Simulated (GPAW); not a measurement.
**Near-edge structure at the Ti K edge of BaTiO3 (P4mm)**

Aim: the near-edge shape at the Ti K edge of BaTiO3 (P4mm), and what the core hole does to it.

Program: GPAW 26.7.0. Level of theory: X-ray absorption from dipole matrix elements to empty bands, plane-wave PAW LDA+U. Results are calculated unless marked as measured.

An experiment to compare with: “Dielectric response of BaTiO3 electronic states under AC fields via microsecond time-resolved X-ray absorption spectroscopy” (2021, arxiv:2101.12483). The Ti K-edge X-ray absorption of an epitaxial barium titanate film was recorded with microsecond time resolution while a triangular AC voltage was applied. Changes in the pre-edge, shoulder and main-peak intensities were followed and compared with reference powders and multiple-scattering simulations. It reports Ti K-edge features by XANES, partial fluorescence yield on 650 nm epitaxial PLD film and standard powder; hump nearly flat in the film; the values are set beside the results at the end.

This is a report of a sequence of runs, with most program output left out.

The database entry behind the starting cell differs from later determinations by our own check (c/a about 0.6 % short), so it need not match the best structure at ambient conditions.

## (1) The structure

It takes space group P4mm (No. 99, tetragonal). The conventional cell has a = 4.000 Å, b = 4.000 Å, c = 4.018 Å, α = 90.00°, β = 90.00°, γ = 90.00°. Nearest to Ba lie 12 O at 2.79 to 2.88 Å. Nearest to Ti lie 6 O at 1.89 to 2.13 Å. Nearest to O lie 2 Ti at 2.00 Å and 4 Ba at 2.79 to 2.88 Å. Nearest to O lie 2 Ti at 1.89 to 2.13 Å and 4 Ba at 2.83 Å. Farther neighbours and most contacts between anions are not listed.

Coordinates:

```xyz
5
Lattice="3.9998 0.0000 0.0000 0.0000 3.9998 0.0000 0.0000 0.0000 4.0180" Properties=species:S:1:pos:R:3 pbc="T T T"
Ba    0.0000    0.0000    0.0000
Ti    1.9999    1.9999    1.9688
O     0.0000    1.9999    2.0773
O     1.9999    0.0000    2.0773
O     1.9999    1.9999    0.0763
```

## (2) The field without a hole

The ground state comes first: it tells whether the system has a gap, which decides how the excited electron is treated.

Input file scf.py:

```python
import numpy as np
from ase import Atoms
from ase.parallel import parprint, paropen
from gpaw import GPAW, PW, FermiDirac, Mixer, MixerDif, setup_paths
from gpaw.test import gen
setup_paths.insert(0, '.')
gen('Ti', name='nch1s', xcname='LDA', corehole=(1, 0, 0), write_xml=True)
from gpaw.mpi import world
world.barrier()

atoms = Atoms('BaTiO3',
    cell=[[3.9998, 0, 0],
     [0, 3.9998, 0],
     [0, 0, 4.018]],
    scaled_positions=[[0, 0, 0],
     [0.5, 0.5, 0.49],
     [0, 0.5, 0.517],
     [0.5, 0, 0.517],
     [0.5, 0.5, 0.019]],
    pbc=True)
atoms.calc = calc = GPAW(legacy_gpaw=True, mode=PW(500, force_complex_dtype=True), xc='LDA', setups={'Ti': ':d,2', 1: 'nch1s:d,2'},
    kpts={'size': (6, 6, 6), 'gamma': True}, occupations=FermiDirac(0.05),
    charge=0, mixer=Mixer(0.05, 8, 50), maxiter=150,
    convergence={'density': 0.0001, 'eigenstates': 1e-6}, txt='scf.txt')
energy = atoms.get_potential_energy() + calc.get_reference_energy()
ef = calc.get_fermi_level()
out = dict(energy=energy, fermi=ef, forces=atoms.get_forces().tolist())
parprint(f'all-electron energy {energy:.4f} eV, Fermi level {ef:.4f} eV')
ev = np.array([[calc.get_eigenvalues(k, s) for k in range(len(calc.get_ibz_k_points()))] for s in range(calc.get_number_of_spins())])
out['homo'], out['lumo'], out['counts'] = ev[ev < ef].max(), ev[ev > ef].min(), sorted(set((ev < ef).sum((0, 2)).tolist()))
out['filled'] = (ev[:, 0] < ef).sum(1).tolist()
import json
with paropen('out.json', 'w') as f:
    json.dump(out, f)
```

Started as:

```bash
> OMP_NUM_THREADS=1 mpirun -n 4 gpaw python scf.py
```

Wall time 12 s (4 MPI ranks of Intel Xeon Platinum 8488C (Sapphire Rapids), shared host); peak memory 0.2 GiB.

The mesh shows a gap of 1.98 eV, so the hole is first treated in a charged cell, without the excited electron.

## (3) Spectrum without a core hole, Ti atom 2

This cheap baseline ignores the attraction of the hole: it shows the absorber's empty states as they are in the ground state. The data set with a hole of occupation 0 only carries the core orbital.

The absorber has 1 O at 1.89 Å, 4 O at 2.00 Å and 1 O at 2.13 Å (distorted octahedral, site symmetry 4mm).

Input file xas.py:

```python
import numpy as np
from ase import Atoms
from ase.parallel import parprint, paropen
from gpaw import GPAW, PW, FermiDirac, Mixer, MixerDif, setup_paths
from gpaw.test import gen
setup_paths.insert(0, '.')
gen('Ti', name='nch1s', xcname='LDA', corehole=(1, 0, 0), write_xml=True)
from gpaw.mpi import world
world.barrier()

atoms = Atoms('BaTiO3',
    cell=[[3.9998, 0, 0],
     [0, 3.9998, 0],
     [0, 0, 4.018]],
    scaled_positions=[[0, 0, 0],
     [0.5, 0.5, 0.49],
     [0, 0.5, 0.517],
     [0.5, 0, 0.517],
     [0.5, 0.5, 0.019]],
    pbc=True)
atoms.calc = calc = GPAW(legacy_gpaw=True, mode=PW(500, force_complex_dtype=True), xc='LDA', setups={'Ti': ':d,2', 1: 'nch1s:d,2'},
    kpts={'size': (6, 6, 6), 'gamma': True}, occupations=FermiDirac(0.02),
    charge=0, mixer=Mixer(0.05, 8, 50), maxiter=150,
    convergence={'density': 0.0001, 'eigenstates': 1e-6}, txt='scf.txt')
energy = atoms.get_potential_energy() + calc.get_reference_energy()
ef = calc.get_fermi_level()
out = dict(energy=energy, fermi=ef, forces=atoms.get_forces().tolist())
parprint(f'all-electron energy {energy:.4f} eV, Fermi level {ef:.4f} eV')
ev = np.array([[calc.get_eigenvalues(k, s) for k in range(len(calc.get_ibz_k_points()))] for s in range(calc.get_number_of_spins())])
out['homo'], out['lumo'], out['counts'] = ev[ev < ef].max(), ev[ev > ef].min(), sorted(set((ev < ef).sum((0, 2)).tolist()))
out['filled'] = (ev[:, 0] < ef).sum(1).tolist()

from ase.units import Ha
from gpaw.xas import dipole_matrix_elements
nb = int(calc.get_number_of_electrons() / 2) + 47
top, nb = nb, nb + 8 + nb // 12
nscf = calc.fixed_density(kpts={'size': (6, 6, 6), 'gamma': True}, nbands=nb,
    convergence={'bands': top, 'eigenstates': 5e-3}, maxiter=60, txt='nscf.txt')
cell = atoms.cell.array
ops = [cell.T @ U.T @ np.linalg.inv(cell.T) for U in nscf.wfs.kd.symmetry.op_scc]
filled = [20]  # bands filled in the ground state, by spin
E = np.arange(-25, 34, 0.1)
fwhm = np.interp(E, [4, 25], [0.94, 3.5])
Y, X, zero, highest = 0, 0, 1e9, 1e9
for spin in range(nscf.get_number_of_spins()):
    wfs = nscf.wfs
    mine = wfs.bd.get_slice()  # this rank's bands
    A = dipole_matrix_elements(wfs.setups[1])
    eps = np.zeros((wfs.kd.nibzkpts, nb))
    d = np.zeros((3, A.shape[1], wfs.kd.nibzkpts, nb), complex)
    for kpt in wfs.kpt_u:
        if kpt.s == spin and 1 in kpt.P_ani:
            eps[kpt.k, mine] = kpt.eps_n * Ha
            d[:, :, kpt.k, mine] = (kpt.weight * wfs.nspins / 2) ** 0.5 * np.inner(A, kpt.P_ani[1])
    world.sum(eps)
    world.sum(d)
    T = np.einsum('amkn,bmkn->abkn', d, d.conj()).real
    T = sum(np.einsum('ai,ijkn,bj->abkn', R, T, R) for R in ops) / len(ops)
    empty = np.ones_like(eps, bool) & (np.arange(nb) >= filled[spin])
    zero, highest = min(zero, eps[empty].min()), min(highest, eps[:, top - 1].min())
    lines = [(eps, T, empty)] if spin == 0 else lines + [(eps, T, empty)]
for eps, T, empty in lines:
    f = np.einsum('aakn->akn', T).reshape(3, -1)
    x = eps.ravel() - zero
    w = np.interp(x, E, fwhm) / 2.35482
    g = np.exp(-0.5 * ((E[:, None] - x) / w) ** 2) / (w * (2 * np.pi) ** 0.5)
    Y = Y + (f * empty.ravel()) @ g.T
    X = X + (f * ~empty.ravel()) @ g.T
out.update(E=E.round(2).tolist(), xas=Y.tolist(), xes=X.tolist(), zero=zero, valid=highest - zero, nk=len(eps), nb=nb)
for i in range(0, len(E), 10):
    parprint(f'{E[i]:7.2f}', *(f'{v:10.3e}' for v in Y[:, i]))
import json
with paropen('out.json', 'w') as f:
    json.dump(out, f)
```

Started as:

```bash
> OMP_NUM_THREADS=1 mpirun -n 4 gpaw python xas.py
```

The job ended after 22 s (4 MPI ranks; peak memory 0.26 GiB).

The Ti K spectrum, Ti atom 2, no core hole (energy from the lowest empty level; intensity scaled to a mean of 1 over the first 20 eV; polarised curves are means over the symmetry-equivalent atoms):

| E (eV) | isotropic | ε ⊥ c | ε ∥ c |
| --- | --- | --- | --- |
| -2.0 | 0.00 | 0.00 | 0.00 |
| -1.5 | 0.00 | 0.00 | 0.00 |
| -1.0 | 0.00 | 0.00 | 0.00 |
| -0.5 | 0.00 | 0.00 | 0.00 |
| 0.0 | 0.01 | 0.01 | 0.00 |
| 0.5 | 0.02 | 0.03 | 0.02 |
| 1.0 | 0.04 | 0.04 | 0.04 |
| 1.5 | 0.07 | 0.07 | 0.08 |
| 2.0 | 0.10 | 0.08 | 0.14 |
| 2.5 | 0.18 | 0.13 | 0.27 |
| 3.0 | 0.36 | 0.29 | 0.50 |
| 3.5 | 0.45 | 0.38 | 0.59 |
| 4.0 | 0.41 | 0.35 | 0.54 |
| 4.5 | 0.46 | 0.37 | 0.64 |
| 5.0 | 0.46 | 0.38 | 0.61 |
| 5.5 | 0.31 | 0.28 | 0.37 |
| 6.0 | 0.19 | 0.18 | 0.19 |
| 6.5 | 0.16 | 0.17 | 0.14 |
| 7.0 | 0.15 | 0.16 | 0.13 |
| 7.5 | 0.13 | 0.14 | 0.11 |
| 8.0 | 0.11 | 0.11 | 0.10 |
| 8.5 | 0.11 | 0.11 | 0.10 |
| 9.0 | 0.11 | 0.12 | 0.11 |
| 9.5 | 0.15 | 0.15 | 0.14 |
| 10.0 | 0.26 | 0.26 | 0.26 |
| 10.5 | 0.52 | 0.51 | 0.53 |
| 11.0 | 0.95 | 0.93 | 0.99 |
| 11.5 | 1.49 | 1.45 | 1.58 |
| 12.0 | 1.94 | 1.88 | 2.06 |
| 12.5 | 2.15 | 2.10 | 2.26 |
| 13.0 | 2.15 | 2.13 | 2.21 |
| 13.5 | 2.08 | 2.09 | 2.08 |
| 14.0 | 2.02 | 2.04 | 1.98 |
| 14.5 | 1.97 | 2.00 | 1.93 |
| 15.0 | 1.91 | 1.93 | 1.88 |
| 15.5 | 1.84 | 1.85 | 1.83 |
| 16.0 | 1.81 | 1.81 | 1.79 |
| 16.5 | 1.84 | 1.85 | 1.80 |
| 17.0 | 1.93 | 1.96 | 1.88 |
| 17.5 | 2.05 | 2.09 | 1.98 |
| 18.0 | 2.12 | 2.17 | 2.03 |
| 18.5 | 2.12 | 2.17 | 2.01 |
| 19.0 | 2.03 | 2.09 | 1.92 |
| 19.5 | 1.91 | 1.97 | 1.79 |
| 20.0 | 1.79 | 1.85 | 1.68 |
| 20.5 | 1.71 | 1.76 | 1.60 |
| 21.0 | 1.69 | 1.74 | 1.60 |
| 21.5 | 1.74 | 1.79 | 1.66 |
| 22.0 | 1.83 | 1.87 | 1.75 |
| 22.5 | 1.92 | 1.95 | 1.84 |
| 23.0 | 1.98 | 2.01 | 1.91 |
| 23.5 | 2.01 | 2.04 | 1.94 |
| 24.0 | 2.04 | 2.07 | 1.97 |
| 24.5 | 2.07 | 2.10 | 2.00 |
| 25.0 | 2.11 | 2.14 | 2.03 |
| 25.5 | 2.13 | 2.17 | 2.05 |
| 26.0 | 2.12 | 2.17 | 2.04 |
| 26.5 | 2.06 | 2.11 | 1.97 |
| 27.0 | 1.95 | 2.00 | 1.86 |
| 27.5 | 1.81 | 1.86 | 1.73 |
| 28.0 | 1.67 | 1.71 | 1.59 |
| 28.5 | 1.54 | 1.58 | 1.47 |
| 29.0 | 1.46 | 1.49 | 1.39 |
| 29.5 | 1.41 | 1.44 | 1.35 |
| 30.0 | 1.39 | 1.42 | 1.34 |
| 30.5 | 1.39 | 1.42 | 1.33 |
| 31.0 | 1.39 | 1.42 | 1.33 |
| 31.5 | 1.38 | 1.41 | 1.32 |
| 32.0 | 1.36 | 1.39 | 1.29 |

Main maxima below 30 eV (height): 4.8 eV (0.48), 12.7 eV (2.17), 18.2 eV (2.13) and 25.7 eV (2.14). A K edge sees empty p states. The weak features of the first eV are p character mixed into the empty d bands; the main 4p edge lies above them.

The same matrix elements for filled bands give the Ti K emission of Ti atom 2 (ground-state approximation; energy from the lowest empty level, largest value 1):

| E (eV) | emission |
| --- | --- |
| -24.00 | 0.00 |
| -23.25 | 0.00 |
| -22.50 | 0.00 |
| -21.75 | 0.00 |
| -21.00 | 0.00 |
| -20.25 | 0.00 |
| -19.50 | 0.01 |
| -18.75 | 0.17 |
| -18.00 | 0.80 |
| -17.25 | 0.28 |
| -16.50 | 0.00 |
| -15.75 | 0.00 |
| -15.00 | 0.00 |
| -14.25 | 0.00 |
| -13.50 | 0.00 |
| -12.75 | 0.00 |
| -12.00 | 0.02 |
| -11.25 | 0.01 |
| -10.50 | 0.00 |
| -9.75 | 0.00 |
| -9.00 | 0.00 |
| -8.25 | 0.00 |
| -7.50 | 0.00 |
| -6.75 | 0.03 |
| -6.00 | 0.24 |
| -5.25 | 0.71 |
| -4.50 | 0.83 |
| -3.75 | 0.27 |
| -3.00 | 0.20 |
| -2.25 | 0.07 |
| -1.50 | 0.00 |
| -0.75 | 0.00 |
| 0.00 | 0.00 |
| 0.75 | 0.00 |
| 1.50 | 0.00 |
| 2.25 | 0.00 |
| 3.00 | 0.00 |

Emission maxima: -17.8 eV (0.82) and -4.8 eV (1.00).

## (4) Supercell without a hole, the energy reference

The photon energy needs a difference of total energies, so the cell and mesh of the coming hole run are first run without a hole.

scf.py, as its differences from that of step 2:

```diff
@@ -10,14 +10,19 @@
 
-atoms = Atoms('BaTiO3',
-    cell=[[3.9998, 0, 0],
-     [0, 3.9998, 0],
-     [0, 0, 4.018]],
+atoms = Atoms('Ba2Ti2O6',
+    cell=[[-3.9998, 3.9998, 0],
+     [-3.9998, -3.9998, 0],
+     [3.9998, 0, 4.018]],
     scaled_positions=[[0, 0, 0],
-     [0.5, 0.5, 0.49],
-     [0, 0.5, 0.517],
-     [0.5, 0, 0.517],
-     [0.5, 0.5, 0.019]],
+     [0.5, 0.5, 0],
+     [0.245, 0.745, 0.49],
+     [0.745, 0.245, 0.49],
+     [0.5085, 0.0085, 0.517],
+     [0.0085, 0.5085, 0.517],
+     [0.0085, 0.0085, 0.517],
+     [0.5085, 0.5085, 0.517],
+     [0.0095, 0.5095, 0.019],
+     [0.5095, 0.0095, 0.019]],
     pbc=True)
-atoms.calc = calc = GPAW(legacy_gpaw=True, mode=PW(500, force_complex_dtype=True), xc='LDA', setups={'Ti': ':d,2', 1: 'nch1s:d,2'},
-    kpts={'size': (6, 6, 6), 'gamma': True}, occupations=FermiDirac(0.05),
+atoms.calc = calc = GPAW(legacy_gpaw=True, mode=PW(500, force_complex_dtype=True), xc='LDA', setups={'Ti': ':d,2', 2: 'nch1s:d,2'},
+    kpts={'size': (5, 5, 5), 'gamma': True}, occupations=FermiDirac(0.02),
     charge=0, mixer=Mixer(0.05, 8, 50), maxiter=150,
```

Started as:

```bash
> OMP_NUM_THREADS=1 mpirun -n 4 gpaw python scf.py
```

Wall time 32 s (4 MPI ranks); peak memory 0.27 GiB.

Reference energy: -500812.931 eV with the cores included.

## (5) Spectrum with FCH, Ti atom 2

The holes are 5.7 Å apart. In GPAW the data set carries the hole's charge, so charge=0 means a charged cell and charge=-1 a neutral one. The excited electron is left out and a uniform background balances the charge. After the field has converged, empty bands are computed with the density fixed and the dipole matrix elements are summed.

xas.py, as its differences from that of step 3:

```diff
@@ -6,3 +6,3 @@
 setup_paths.insert(0, '.')
-gen('Ti', name='nch1s', xcname='LDA', corehole=(1, 0, 0), write_xml=True)
+gen('Ti', name='fch1s', xcname='LDA', corehole=(1, 0, 1), write_xml=True)
 from gpaw.mpi import world
@@ -10,14 +10,19 @@
 
-atoms = Atoms('BaTiO3',
-    cell=[[3.9998, 0, 0],
-     [0, 3.9998, 0],
-     [0, 0, 4.018]],
+atoms = Atoms('Ba2Ti2O6',
+    cell=[[-3.9998, 3.9998, 0],
+     [-3.9998, -3.9998, 0],
+     [3.9998, 0, 4.018]],
     scaled_positions=[[0, 0, 0],
-     [0.5, 0.5, 0.49],
-     [0, 0.5, 0.517],
-     [0.5, 0, 0.517],
-     [0.5, 0.5, 0.019]],
+     [0.5, 0.5, 0],
+     [0.245, 0.745, 0.49],
+     [0.745, 0.245, 0.49],
+     [0.5085, 0.0085, 0.517],
+     [0.0085, 0.5085, 0.517],
+     [0.0085, 0.0085, 0.517],
+     [0.5085, 0.5085, 0.517],
+     [0.0095, 0.5095, 0.019],
+     [0.5095, 0.0095, 0.019]],
     pbc=True)
-atoms.calc = calc = GPAW(legacy_gpaw=True, mode=PW(500, force_complex_dtype=True), xc='LDA', setups={'Ti': ':d,2', 1: 'nch1s:d,2'},
-    kpts={'size': (6, 6, 6), 'gamma': True}, occupations=FermiDirac(0.02),
+atoms.calc = calc = GPAW(legacy_gpaw=True, mode=PW(500, force_complex_dtype=True), xc='LDA', setups={'Ti': ':d,2', 2: 'fch1s:d,2'},
+    kpts={'size': (5, 5, 5), 'gamma': True}, occupations=FermiDirac(0.02),
     charge=0, mixer=Mixer(0.05, 8, 50), maxiter=150,
@@ -34,3 +39,3 @@
 from gpaw.xas import dipole_matrix_elements
-nb = int(calc.get_number_of_electrons() / 2) + 47
+nb = int(calc.get_number_of_electrons() / 2) + 90
 top, nb = nb, nb + 8 + nb // 12
@@ -40,4 +45,4 @@
 ops = [cell.T @ U.T @ np.linalg.inv(cell.T) for U in nscf.wfs.kd.symmetry.op_scc]
-filled = [20]  # bands filled in the ground state, by spin
-E = np.arange(-25, 34, 0.1)
+filled = [40]  # bands filled in the ground state, by spin
+E = np.arange(-6, 34, 0.1)
 fwhm = np.interp(E, [4, 25], [0.94, 3.5])
@@ -47,3 +52,3 @@
     mine = wfs.bd.get_slice()  # this rank's bands
-    A = dipole_matrix_elements(wfs.setups[1])
+    A = dipole_matrix_elements(wfs.setups[2])
     eps = np.zeros((wfs.kd.nibzkpts, nb))
@@ -51,5 +56,5 @@
     for kpt in wfs.kpt_u:
-        if kpt.s == spin and 1 in kpt.P_ani:
+        if kpt.s == spin and 2 in kpt.P_ani:
             eps[kpt.k, mine] = kpt.eps_n * Ha
-            d[:, :, kpt.k, mine] = (kpt.weight * wfs.nspins / 2) ** 0.5 * np.inner(A, kpt.P_ani[1])
+            d[:, :, kpt.k, mine] = (kpt.weight * wfs.nspins / 2) ** 0.5 * np.inner(A, kpt.P_ani[2])
     world.sum(eps)
```

Started as:

```bash
> OMP_NUM_THREADS=1 mpirun -n 4 gpaw python xas.py
```

Run time: 95 s. Hardware: 4 MPI ranks; peak memory 0.47 GiB; 6.3 min of CPU time.

The Ti K spectrum, Ti atom 2, full core hole (charged cell) (energy from the lowest empty level; intensity scaled to a mean of 1 over the first 20 eV; polarised curves are means over the symmetry-equivalent atoms):

| E (eV) | isotropic | ε ⊥ c | ε ∥ c |
| --- | --- | --- | --- |
| -2.0 | 0.00 | 0.00 | 0.00 |
| -1.5 | 0.00 | 0.00 | 0.00 |
| -1.0 | 0.00 | 0.00 | 0.00 |
| -0.5 | 0.00 | 0.00 | 0.00 |
| 0.0 | 0.01 | 0.01 | 0.00 |
| 0.5 | 0.02 | 0.02 | 0.00 |
| 1.0 | 0.01 | 0.01 | 0.01 |
| 1.5 | 0.03 | 0.01 | 0.07 |
| 2.0 | 0.14 | 0.05 | 0.32 |
| 2.5 | 0.24 | 0.12 | 0.48 |
| 3.0 | 0.17 | 0.13 | 0.25 |
| 3.5 | 0.05 | 0.05 | 0.06 |
| 4.0 | 0.03 | 0.03 | 0.04 |
| 4.5 | 0.21 | 0.19 | 0.25 |
| 5.0 | 0.55 | 0.51 | 0.63 |
| 5.5 | 0.58 | 0.55 | 0.65 |
| 6.0 | 0.31 | 0.30 | 0.34 |
| 6.5 | 0.16 | 0.16 | 0.15 |
| 7.0 | 0.17 | 0.18 | 0.15 |
| 7.5 | 0.21 | 0.22 | 0.19 |
| 8.0 | 0.21 | 0.22 | 0.20 |
| 8.5 | 0.20 | 0.21 | 0.19 |
| 9.0 | 0.18 | 0.19 | 0.17 |
| 9.5 | 0.16 | 0.17 | 0.16 |
| 10.0 | 0.16 | 0.16 | 0.16 |
| 10.5 | 0.19 | 0.19 | 0.19 |
| 11.0 | 0.28 | 0.27 | 0.28 |
| 11.5 | 0.47 | 0.46 | 0.50 |
| 12.0 | 0.86 | 0.83 | 0.93 |
| 12.5 | 1.43 | 1.37 | 1.56 |
| 13.0 | 2.03 | 1.95 | 2.19 |
| 13.5 | 2.45 | 2.38 | 2.60 |
| 14.0 | 2.63 | 2.60 | 2.70 |
| 14.5 | 2.64 | 2.65 | 2.62 |
| 15.0 | 2.57 | 2.61 | 2.49 |
| 15.5 | 2.46 | 2.51 | 2.36 |
| 16.0 | 2.32 | 2.36 | 2.23 |
| 16.5 | 2.16 | 2.20 | 2.09 |
| 17.0 | 2.03 | 2.06 | 1.96 |
| 17.5 | 1.97 | 2.00 | 1.90 |
| 18.0 | 2.00 | 2.04 | 1.93 |
| 18.5 | 2.11 | 2.16 | 2.02 |
| 19.0 | 2.22 | 2.27 | 2.12 |
| 19.5 | 2.26 | 2.32 | 2.15 |
| 20.0 | 2.22 | 2.27 | 2.10 |
| 20.5 | 2.09 | 2.15 | 1.98 |
| 21.0 | 1.95 | 2.00 | 1.84 |
| 21.5 | 1.82 | 1.87 | 1.72 |
| 22.0 | 1.75 | 1.80 | 1.66 |
| 22.5 | 1.73 | 1.77 | 1.65 |
| 23.0 | 1.76 | 1.80 | 1.69 |
| 23.5 | 1.81 | 1.85 | 1.75 |
| 24.0 | 1.88 | 1.91 | 1.81 |
| 24.5 | 1.94 | 1.98 | 1.88 |
| 25.0 | 2.00 | 2.03 | 1.93 |
| 25.5 | 2.04 | 2.07 | 1.97 |
| 26.0 | 2.06 | 2.10 | 1.99 |
| 26.5 | 2.06 | 2.09 | 1.99 |
| 27.0 | 2.02 | 2.06 | 1.95 |
| 27.5 | 1.95 | 1.98 | 1.87 |
| 28.0 | 1.84 | 1.87 | 1.76 |
| 28.5 | 1.70 | 1.74 | 1.63 |
| 29.0 | 1.56 | 1.59 | 1.50 |
| 29.5 | 1.44 | 1.47 | 1.38 |
| 30.0 | 1.34 | 1.36 | 1.29 |
| 30.5 | 1.28 | 1.30 | 1.24 |
| 31.0 | 1.24 | 1.26 | 1.21 |
| 31.5 | 1.23 | 1.24 | 1.19 |
| 32.0 | 1.22 | 1.23 | 1.18 |

Main maxima below 30 eV (height): 2.5 eV (0.24), 5.3 eV (0.63), 7.8 eV (0.22), 14.3 eV (2.65), 19.5 eV (2.26) and 26.2 eV (2.06). A K edge sees empty p states. The first eV above the zero hold little dipole weight, as the lowest empty bands are of d character; the main edge, of 4p character, rises through 0.6 near 12 eV above the zero.

The hole costs E(hole) − E(ground) = 4963.58 eV, and the lowest empty level of the hole cell on the spectrum's mesh lies at 7.80 eV, which puts the zero at 4971.38 eV. One term is added: -22.68 eV, since the hole is spin-paired here and a spin-polarised one costs that much less in the free atom (computed apart). The photon energy is then 4948.70 eV. The tabulated edge of the element is 4966 eV. The functional and the charged cell's background leave an error in such absolute values: in the free atom LDA prices this hole 13.2 eV below PBE (computed apart), and PBE is itself good to a few eV.

[end of part 1 of 2]

[Logs are printed without paths, hosts, clocks, repeated set-up lines and the standing remarks that a program may print on its own settings, such as how far it seeks lower states.]

[Hosts, paths, dates, database ids (printed as entryN), source tags and the programs' standing remarks are cut or masked in the printed files.]

[Lists of maxima count a maximum above −3 eV only where it reaches 4 % of the highest in the window and stands out from its surroundings by 2 % of it (1.5 % where it reaches 55 %); shoulders and weaker maxima are passed over, and of the rest the first, up to two pre-edge ones and the few strongest are named.]
